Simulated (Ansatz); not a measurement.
# Gap against volume in amorphous polypropylene (as short chains C8H18), from a frame at 300 K, (78 atoms)

Density of this cell: 0.892 g/cm³. The cell holds 78 atoms: 24 C and 54 H. Its edges and angles: a = 8.599 Å, b = 9.829 Å, c = 7.723 Å, α = 90.1°, β = 89.1°, γ = 77.8°. The starting structure: 3 polypropylene chains of 2 units with methyl end groups placed at random, at 0.817 g/cm³; overlaps pushed apart, then 20 ps at 800 K with MMFF94 bonds, angles, torsions, charges and radii (Halgren, J. Comput. Chem. 17, 490 (1996)) in harmonic and 12-6 forms. Snapshot after 30 ps at 300 K and fixed volume.

Calculated with Ansatz 0.2.0: Kohn-Sham DFT, r2SCAN+D3(BJ), PAW (set soft_2), plane waves; cutoff 500 eV, Γ point, fermi-dirac smearing of 0.025 eV. The relaxed cell was scaled evenly and the atoms were relaxed at each volume. The gap is that between the highest filled and the lowest empty Kohn-Sham level on the run's k-points.

```
volume (Å³/atom)  gap (eV)
          7.3598               7.020
          7.6869               6.952
          7.9323                   ?
          8.1776               6.864
          8.4229               6.830
          8.6682               6.795
```

**Question.** Fit a straight line in ln V to the rows given and interpolate to the withheld row.

Worked fit:

A volume deformation potential makes the spacing linear in u = ln(V/V0), with V0 = 8.1776 Å³ the relaxed volume; v is the spacing.

| u = ln(V/V0) | v (eV) |
| --- | --- |
| -0.105362 | 7.0198 |
| -0.0618754 | 6.952 |
| 0 | 6.8643 |
| 0.0295585 | 6.8304 |
| 0.0582681 | 6.7954 |

With n = 5: mean u = -0.0158821, mean v = 6.89238, Σ(u − ū)² = 0.017937, Σ(u − ū)(v − v̄) = -0.024597. Slope b = -0.024597 / 0.017937 = -1.3713; intercept a = v̄ − b ū = 6.8706.

At the withheld volume u = -0.03046, and v = a + b u.

Prediction at 7.9323: 6.912 eV. The run gave 6.902 eV, so the fit is high by 0.010 eV (0.15 % of the value).

The slope, -1.37 eV, says that the spacing narrows on expansion. Among the rows given, the largest miss of the fit is at 8.1776, by 0.0063 eV (2.8 % of the range of the table).

Limits: The table spans 16 % in volume, wide for a linear law. Semilocal functionals tend to put gaps under measured ones. Only the Γ point is sampled. Defect or tail levels can set the spacing of a disordered cell.

[Logs are printed without paths, hosts, clocks, repeated set-up lines and the standing remarks that a program may print on its own settings, such as how far it seeks lower states.]

[Hosts, paths, dates, database ids (printed as entryN), source tags and the programs' standing remarks are cut or masked in the printed files.]

[The MMFF94 radii named for the starting cell were scaled by 0.96; in molecules described by MMFF94, hydrogen bound to N, O or S took a small fixed 12-6 site in their place.]
